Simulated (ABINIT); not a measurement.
# AlBiS3 (Pm-3m): phonons by linear response, part 6 of 7

How does AlBiS3 (Pm-3m) vibrate, and is this structure a minimum?

ABINIT 10.8.3; DFT PBE, scalar-relativistic, plane waves, PseudoDojo norm-conserving pseudopotentials.

So far. Step 7 (Zone-centre analysis): The rule moves no optical mode by more than 0.1 cm⁻¹. Step 10 (Zone-centre response): The acoustic modes at Γ come out as far as 1.1 cm⁻¹ from zero, where they should vanish, a small numerical error. The lowest optical mode is imaginary, 138i cm⁻¹, an instability at this level and on this k mesh. The relaxed cell has a = 4.665 Å (conventional setting).

The structure was built from a prototype and need not be the compound's stable phase.

## Step 11: Linear response on the mesh

Linear response treats each wavevector in the unit cell, with no supercell; the 2×2×2 mesh fixes the range of the force constants to be had.

Input file dfpt_q.abi:

```
ndtset 3

# wavevectors
qpt1 0.5 0.0 0.0
qpt2 0.5 0.5 0.0
qpt3 0.5 0.5 0.5

# displacements
getwfk_filepath "gso_WFK"
getwfq_filepath "gso_WFK"
kptopt 3
nqpt 1
rfphon 1
rfatpol 1 5
rfdir 1 1 1
tolvrs 1.0d-10
prtwf 0

# basis, mesh and filling
ecut 29.0
ngkpt 4 4 4
nshiftk 1
shiftk 0.0 0.0 0.0
istwfk *1
occopt 7
tsmear 0.01
nband 26
nstep 100
diemac 1000000.0
prtebands 0
prtgsr 0
useylm 1

# cell and atoms
acell 8.814935007 8.814935007 8.814935007
rprim 
    1.0 0.0 0.0
    0.0 1.0 0.0
    0.0 0.0 1.0
ntypat 3
znucl 83 13 16
natom 5
typat 1 2 3 3 3
xred 
    0.0 0.0 0.0
    0.5 0.5 0.5
    0.5 0.5 0.0
    0.5 0.0 0.5
    0.0 0.5 0.5
pp_dirpath "./pseudo"
pseudos "Bi.upf, Al.upf, S.upf"
```

Started as:

```sh
> OMP_NUM_THREADS=1 mpirun -n 4 abinit dfpt_q.abi > dfpt_q.log
```

Numbers of over 12 decimals in the logs are rounded to 6 here.

dfpt_q.abo, the main output file:

```text
[banners, grids, parts of the stress and lines that vanish by symmetry left out]
- input  file    -> dfpt_q.abi
- output file    -> dfpt_q.abo
- root for input  files -> dfpt_qi
[...]
DATASET    1 : space group Pm -3 m (#221); Bravais cP (primitive cubic)
[...]
nfft =       91125          nkpt =          64
[...]
DATASET    2 : space group Pm -3 m (#221); Bravais cP (primitive cubic)
[...]
nfft =       91125          nkpt =          64
[...]
DATASET    3 : space group Pm -3 m (#221); Bravais cP (primitive cubic)
[...]
nfft =       91125          nkpt =          64
[...]
== DATASET  1 ==================================================================
[...]
cutoff_energies: {ecut:  29.0, pawecutdg:  -1.0, }
[...]
Perturbation : displacement of atom   1   along direction   1
[...]
-ETOT  1   19.398212184494     -1.925E+04 2.856E+01 1.869E+05
 ETOT  2   4.129081     -1.527E+01 2.238E-01 1.213E+04
 ETOT  3   2.773835     -1.355E+00 2.304E-02 5.061E+03
 ETOT  4   2.398353     -3.755E-01 1.750E-02 1.300E+02
 ETOT  5   2.389481     -8.872E-03 1.095E-02 3.331E+00
[...]
At SCF step   14       vres2   =  1.66E-12 < tolvrs=  1.00E-10 =>converged.
[...]
Perturbation : displacement of atom   1   along direction   2
[...]
-ETOT  1   1.956607     -1.890E+04 2.855E+01 8.948E+02
[...]
At SCF step   12       vres2   =  1.47E-11 < tolvrs=  1.00E-10 =>converged.
[...]
Perturbation : displacement of atom   2   along direction   1
[...]
-ETOT  1   8.406259     -6.161E+01 1.741E+00 2.439E+03
[...]
At SCF step   12       vres2   =  6.76E-11 < tolvrs=  1.00E-10 =>converged.
[...]
Perturbation : displacement of atom   2   along direction   2
[...]
-ETOT  1   7.287039     -4.790E+01 7.209E-01 4.513E+03
[...]
At SCF step   12       vres2   =  2.37E-12 < tolvrs=  1.00E-10 =>converged.
[...]
Perturbation : displacement of atom   3   along direction   1
[...]
-ETOT  1   2.867957     -6.049E+02 3.408E+00 3.955E+04
[...]
Perturbation : displacement of atom   3   along direction   2
[...]
-ETOT  1  0.192415     -5.482E+02 3.378E+00 1.321E+03
[...]
Perturbation : displacement of atom   3   along direction   3
[...]
-ETOT  1   14.440920518571     -5.701E+02 4.077E+00 7.256E+03
[...]
Perturbation : displacement of atom   5   along direction   1
[...]
-ETOT  1   22.492376752421     -6.213E+02 3.971E+00 1.149E+05
[...]
Perturbation : displacement of atom   5   along direction   2
[...]
-ETOT  1  0.469011     -5.479E+02 3.497E+00 1.397E+03
[...]
Phonon wavevector (reduced coordinates) :  0.50000  0.00000  0.00000
 Phonon energies in Hartree :
[...]
Phonon frequencies in cm-1    :
- -1.464825E+02 -1.059295E+02 -1.059295E+02 -9.873527E+01 -9.873527E+01
-  6.111634E+01  6.433800E+01  6.433800E+01  9.924877E+01  1.262624E+02
-  1.262624E+02  3.135136E+02  3.626023E+02  4.232504E+02  4.232504E+02
[...]
== DATASET  2 ==================================================================
[...]
cutoff_energies: {ecut:  29.0, pawecutdg:  -1.0, }
[...]
Perturbation : displacement of atom   1   along direction   1
[...]
-ETOT  1   5.668639     -1.908E+04 2.853E+01 1.981E+04
[...]
Perturbation : displacement of atom   1   along direction   3
[...]
-ETOT  1   3.187147     -1.888E+04 2.856E+01 1.411E+03
[...]
Perturbation : displacement of atom   2   along direction   1
[...]
-ETOT  1   8.886178     -5.398E+01 1.826E+00 3.731E+03
[...]
Perturbation : displacement of atom   2   along direction   3
[...]
-ETOT  1   7.420104     -4.724E+01 1.048E+00 3.830E+03
[...]
Perturbation : displacement of atom   3   along direction   1
[...]
-ETOT  1  0.297665     -5.788E+02 3.927E+00 5.708E+03
[...]
Perturbation : displacement of atom   3   along direction   3
[...]
-ETOT  1   15.145940793126     -5.673E+02 4.052E+00 7.153E+03
[...]
Perturbation : displacement of atom   4   along direction   1
[...]
-ETOT  1  0.503003     -5.786E+02 3.499E+00 7.033E+03
[...]
Perturbation : displacement of atom   4   along direction   2
[...]
-ETOT  1   17.138273874064     -5.981E+02 4.565E+00 3.091E+04
[...]
Perturbation : displacement of atom   4   along direction   3
[...]
-ETOT  1  0.678081     -5.457E+02 3.551E+00 1.151E+03
[...]
Phonon wavevector (reduced coordinates) :  0.50000  0.50000  0.00000
 Phonon energies in Hartree :
[...]
Phonon frequencies in cm-1    :
- -2.196469E+02 -1.333368E+02 -1.333368E+02 -3.910308E+01 -3.910308E+01
- -3.499130E+01  7.140506E+01  7.140506E+01  1.535865E+02  1.668669E+02
-  2.958874E+02  3.204204E+02  3.204204E+02  3.984886E+02  4.237250E+02
[...]
== DATASET  3 ==================================================================
[...]
cutoff_energies: {ecut:  29.0, pawecutdg:  -1.0, }
[...]
Perturbation : displacement of atom   1   along direction   1
[...]
-ETOT  1   1.085107     -1.902E+04 2.859E+01 6.136E+02
[...]
Perturbation : displacement of atom   2   along direction   1
[...]
-ETOT  1   9.220580     -5.091E+01 2.253E+00 1.441E+03
[...]
Perturbation : displacement of atom   3   along direction   1
[...]
-ETOT  1 -3.89108413510684E-02 -5.682E+02 3.535E+00 2.791E+03
[...]
At SCF step   12       vres2   =  1.26E-11 < tolvrs=  1.00E-10 =>converged.
[...]
Perturbation : displacement of atom   3   along direction   3
[...]
-ETOT  1   15.421139814382     -5.889E+02 4.205E+00 1.639E+04
[...]
ETOT 10   11.245743366439     -1.478E-11 2.506E-05 3.410E-09
 ETOT 11   11.245743366449      9.550E-12 3.641E-06 8.435E-11
 At SCF step   11       vres2   =  8.43E-11 < tolvrs=  1.00E-10 =>converged.
[...]
Phonon wavevector (reduced coordinates) :  0.50000  0.50000  0.50000
 Phonon energies in Hartree :
[...]
Phonon frequencies in cm-1    :
- -1.999266E+02 -1.999266E+02 -1.999266E+02 -8.963092E+01 -8.963092E+01
- -8.963092E+01  1.464245E+02  1.464245E+02  1.464245E+02  2.961480E+02
-  2.961480E+02  3.326399E+02  3.326399E+02  3.326399E+02  4.270694E+02
[...]
strten2     0.0000000000E+00  0.0000000000E+00  0.0000000000E+00
           strten3     0.0000000000E+00  0.0000000000E+00  0.0000000000E+00
================================================================================
```

Elapsed: 71 min, on 4 MPI ranks of Intel Xeon at 2.50GHz (Skylake/Cascade Lake), shared host.

Numbers from this step:

- lowest mode on the q mesh (acoustic ones at the zone centre apart): -219.7 cm⁻¹

Frequencies (cm⁻¹) before the sum rule at the irreducible wavevectors but Γ, which is solved apart; negative means imaginary. Frequencies by wavevector:

| q (fractions) | star | mode 1 | mode 2 | mode 3 | mode 4 | mode 13 | mode 14 | mode 15 |
| --- | --- | --- | --- | --- | --- | --- | --- | --- |
| 0.5 0 0 | 3 | -146.5 | -105.9 | -105.9 | -98.74 | 362.6 | 423.2 | 423.2 |
| 0.5 0.5 0 | 3 | -219.7 | -133.3 | -133.3 | -39.1 | 320.4 | 398.5 | 423.7 |
| 0.5 0.5 0.5 | 1 | -199.9 | -199.9 | -199.9 | -89.63 | 332.6 | 332.6 | 427.1 |

## Step 12: Dispersion

anaddb transforms the dynamical matrices to force constants and back along the path; points of the mesh come back as solved, but for the sum rule and, in polar crystals, the LO-TO term at Γ; the rest is interpolation.

Input file anaddb.abi:

```
ddb_filepath "all_DDB"
output_file "anaddb.abo"
outdata_prefix "anaddb"
ifcflag 1
ngqpt 2 2 2
nqshft 1
q1shft 0.0 0.0 0.0
asr 1
chneut 0
dipdip 0
dipquad 0
quadquad 0
enunit 0
eivec 0
nph1l 62
qph1l 
    0.0 0.0 0.0 1.0
    0.0 0.05 0.0 1.0
    0.0 0.1 0.0 1.0
    0.0 0.15 0.0 1.0
    0.0 0.2 0.0 1.0
    0.0 0.25 0.0 1.0
    0.0 0.3 0.0 1.0
    0.0 0.35 0.0 1.0
    0.0 0.4 0.0 1.0
    0.0 0.45 0.0 1.0
    0.0 0.5 0.0 1.0
    0.05 0.5 0.0 1.0
    0.1 0.5 0.0 1.0
    0.15 0.5 0.0 1.0
    0.2 0.5 0.0 1.0
    0.25 0.5 0.0 1.0
    0.3 0.5 0.0 1.0
    0.35 0.5 0.0 1.0
    0.4 0.5 0.0 1.0
    0.45 0.5 0.0 1.0
    0.5 0.5 0.0 1.0
    0.45 0.45 0.0 1.0
    0.4 0.4 0.0 1.0
    0.35 0.35 0.0 1.0
    0.3 0.3 0.0 1.0
    0.25 0.25 0.0 1.0
    0.2 0.2 0.0 1.0
    0.15 0.15 0.0 1.0
    0.1 0.1 0.0 1.0
    0.05 0.05 0.0 1.0
    0.0 0.0 0.0 1.0
    0.05 0.05 0.05 1.0
    0.1 0.1 0.1 1.0
    0.15 0.15 0.15 1.0
    0.2 0.2 0.2 1.0
    0.25 0.25 0.25 1.0
    0.3 0.3 0.3 1.0
    0.35 0.35 0.35 1.0
    0.4 0.4 0.4 1.0
    0.45 0.45 0.45 1.0
    0.5 0.5 0.5 1.0
    0.45 0.5 0.45 1.0
    0.4 0.5 0.4 1.0
    0.35 0.5 0.35 1.0
    0.3 0.5 0.3 1.0
    0.25 0.5 0.25 1.0
    0.2 0.5 0.2 1.0
    0.15 0.5 0.15 1.0
    0.1 0.5 0.1 1.0
    0.05 0.5 0.05 1.0
    0.0 0.5 0.0 1.0
    0.5 0.5 0.5 1.0
    0.5 0.5 0.45 1.0
    0.5 0.5 0.4 1.0
    0.5 0.5 0.35 1.0
    0.5 0.5 0.3 1.0
    0.5 0.5 0.25 1.0
    0.5 0.5 0.2 1.0
    0.5 0.5 0.15 1.0
    0.5 0.5 0.1 1.0
    0.5 0.5 0.05 1.0
    0.5 0.5 0.0 1.0
```

Input file mrgddb.in:

```
all_DDB
merged
4
dfpt_gammao_DDB
dfpt_qo_DS1_DDB
dfpt_qo_DS2_DDB
dfpt_qo_DS3_DDB
```

Started as:

```sh
> mrgddb < mrgddb.in > mrgddb.log
> OMP_NUM_THREADS=1 anaddb anaddb.abi > anaddb.log
```

anaddb.abo, the main output file:

```text
[banners, grids, parts of the stress and lines that vanish by symmetry left out]
-outvars_anaddb: echo values of input variables ----------------------

 Flags :
[...]
Phonon wavevector (reduced coordinates) :  0.00000  0.00000  0.00000
 Phonon energies in Hartree :
[...]
Phonon frequencies in cm-1    :
- -1.376778E+02 -1.376778E+02 -1.376778E+02 -1.151309E+02 -1.151309E+02
- -1.151309E+02  0.000000E+00  0.000000E+00  0.000000E+00  1.093936E+02
-  1.093936E+02  1.093936E+02  4.266902E+02  4.266902E+02  4.266902E+02
[...]
Phonon wavevector (reduced coordinates) :  0.00000  0.05000  0.00000
 Phonon energies in Hartree :
[...]
Phonon frequencies in cm-1    :
- -1.371106E+02 -1.371106E+02 -1.355877E+02 -1.160024E+02 -1.145077E+02
- -1.145077E+02  9.075639E+00  9.075639E+00  1.891797E+01  1.097987E+02
-  1.097987E+02  1.153263E+02  4.259978E+02  4.266107E+02  4.266107E+02
[...]
Phonon wavevector (reduced coordinates) :  0.00000  0.10000  0.00000
 Phonon energies in Hartree :
[...]
Phonon frequencies in cm-1    :
- -1.354440E+02 -1.354440E+02 -1.293451E+02 -1.184955E+02 -1.127084E+02
- -1.127084E+02  1.798929E+01  1.798929E+01  3.559705E+01  1.109795E+02
-  1.109795E+02  1.317936E+02  4.239025E+02  4.263789E+02  4.263789E+02
[...]
Phonon wavevector (reduced coordinates) :  0.00000  0.15000  0.00000
 Phonon energies in Hartree :
[...]
Phonon frequencies in cm-1    :
- -1.327782E+02 -1.327782E+02 -1.222773E+02 -1.190106E+02 -1.099497E+02
- -1.099497E+02  2.660416E+01  2.660416E+01  4.963227E+01  1.128325E+02
-  1.128325E+02  1.554350E+02  4.203531E+02  4.260152E+02  4.260152E+02
[...]
Phonon wavevector (reduced coordinates) :  0.00000  0.20000  0.00000
 Phonon energies in Hartree :
[...]
Phonon frequencies in cm-1    :
- -1.292677E+02 -1.292677E+02 -1.268822E+02 -1.066045E+02 -1.066045E+02
- -1.046114E+02  3.481258E+01  3.481258E+01  6.163472E+01  1.151871E+02
[...]
Phonon wavevector (reduced coordinates) :  0.00000  0.25000  0.00000
 Phonon energies in Hartree :
[...]
Phonon frequencies in cm-1    :
[...]
Phonon wavevector (reduced coordinates) :  0.00000  0.30000  0.00000
 Phonon energies in Hartree :
[...]
Phonon frequencies in cm-1    :
[...]
Phonon wavevector (reduced coordinates) :  0.00000  0.35000  0.00000
 Phonon energies in Hartree :
[...]
Phonon frequencies in cm-1    :
[...]
Phonon wavevector (reduced coordinates) :  0.00000  0.40000  0.00000
 Phonon energies in Hartree :
[...]
Phonon frequencies in cm-1    :
[...]
Phonon wavevector (reduced coordinates) :  0.00000  0.45000  0.00000
 Phonon energies in Hartree :
[...]
Phonon frequencies in cm-1    :
[...]
Phonon wavevector (reduced coordinates) :  0.00000  0.50000  0.00000
 Phonon energies in Hartree :
[...]
Phonon frequencies in cm-1    :
[...]
Phonon wavevector (reduced coordinates) :  0.05000  0.50000  0.00000
 Phonon energies in Hartree :
[...]
Phonon frequencies in cm-1    :
[...]
Phonon wavevector (reduced coordinates) :  0.10000  0.50000  0.00000
 Phonon energies in Hartree :
[...]
Phonon frequencies in cm-1    :
[...]
Phonon wavevector (reduced coordinates) :  0.15000  0.50000  0.00000
 Phonon energies in Hartree :
[...]
Phonon frequencies in cm-1    :
[...]
Phonon wavevector (reduced coordinates) :  0.25000  0.25000  0.25000
 Phonon energies in Hartree :
[...]
Phonon frequencies in cm-1    :
[...]
-  2.056894E+02  2.409232E+02  3.916870E+02  3.916870E+02  4.333077E+02
  Phonon wavevector (reduced coordinates) :  0.30000  0.30000  0.30000
 Phonon energies in Hartree :
[...]
Phonon frequencies in cm-1    :
- -1.818725E+02 -1.678868E+02 -1.678868E+02 -8.380156E+01 -8.380156E+01
- -5.763223E+01  1.252989E+02  1.252989E+02  1.298152E+02  2.305908E+02
-  2.305908E+02  2.704684E+02  3.783515E+02  3.783515E+02  4.335128E+02
  Phonon wavevector (reduced coordinates) :  0.35000  0.35000  0.35000
 Phonon energies in Hartree :
[...]
Phonon frequencies in cm-1    :
- -1.903956E+02 -1.805389E+02 -1.805389E+02 -8.509491E+01 -8.509491E+01
- -7.023148E+01  1.354325E+02  1.354325E+02  1.396879E+02  2.535021E+02
[...]
Phonon wavevector (reduced coordinates) :  0.40000  0.40000  0.40000
 Phonon energies in Hartree :
[...]
Phonon frequencies in cm-1    :
[...]
Phonon wavevector (reduced coordinates) :  0.45000  0.45000  0.45000
 Phonon energies in Hartree :
[...]
Phonon frequencies in cm-1    :
[...]
Phonon wavevector (reduced coordinates) :  0.50000  0.50000  0.50000
 Phonon energies in Hartree :
[...]
Phonon frequencies in cm-1    :
[...]
Phonon wavevector (reduced coordinates) :  0.50000  0.50000  0.05000
 Phonon energies in Hartree :
[...]
Phonon frequencies in cm-1    :
[...]
Phonon wavevector (reduced coordinates) :  0.50000  0.50000  0.00000
 Phonon energies in Hartree :
[...]
Phonon frequencies in cm-1    :
[...]
- -3.503697E+01  7.132693E+01  7.132693E+01  1.536569E+02  1.667780E+02
-  2.960073E+02  3.204150E+02  3.204150E+02  3.985776E+02  4.237792E+02
-
```

Wall time 0.85 s (1 thread).

Read from the output:

- lowest frequency on the path: -219.7 cm⁻¹

Anaddb. Phonon branches along the path, in cm⁻¹:

| point | branch 1 | branch 2 | branch 3 | branch 4 | branch 12 | branch 13 | branch 14 | branch 15 |
| --- | --- | --- | --- | --- | --- | --- | --- | --- |
| Γ | -138 | -138 | -138 | -115 | 109 | 427 | 427 | 427 |
| halfway | -132 | -125 | -125 | -103 | 211 | 409 | 425 | 425 |
| X | -147 | -106 | -106 | -99 | 314 | 363 | 423 | 423 |
| halfway | -192 | -120 | -118 | -89 | 317 | 347 | 415 | 424 |
| M | -220 | -133 | -133 | -40 | 320 | 320 | 399 | 424 |
| halfway | -171 | -121 | -111 | -110 | 226 | 392 | 421 | 424 |
| Γ | -138 | -138 | -138 | -115 | 109 | 427 | 427 | 427 |
| halfway | -170 | -155 | -155 | -85 | 241 | 392 | 392 | 433 |
| R | -200 | -200 | -200 | -90 | 333 | 333 | 333 | 427 |
| halfway | -190 | -170 | -151 | -84 | 322 | 341 | 391 | 432 |
| X | -147 | -106 | -106 | -99 | 314 | 363 | 423 | 423 |
| jump to R | -200 | -200 | -200 | -90 | 333 | 333 | 333 | 427 |
| halfway | -210 | -172 | -172 | -85 | 327 | 327 | 368 | 431 |
| M | -220 | -133 | -133 | -40 | 320 | 320 | 399 | 424 |

The path dips to 220i cm⁻¹.

[end of part 6 of 7]

[Host names and launcher messages were left out of these logs when they were recorded.]

[Logs are printed without paths, hosts, clocks, repeated set-up lines and the standing remarks that a program may print on its own settings, such as how far it seeks lower states.]

[Hosts, paths, dates, database ids (printed as entryN), source tags and the programs' standing remarks are cut or masked in the printed files.]
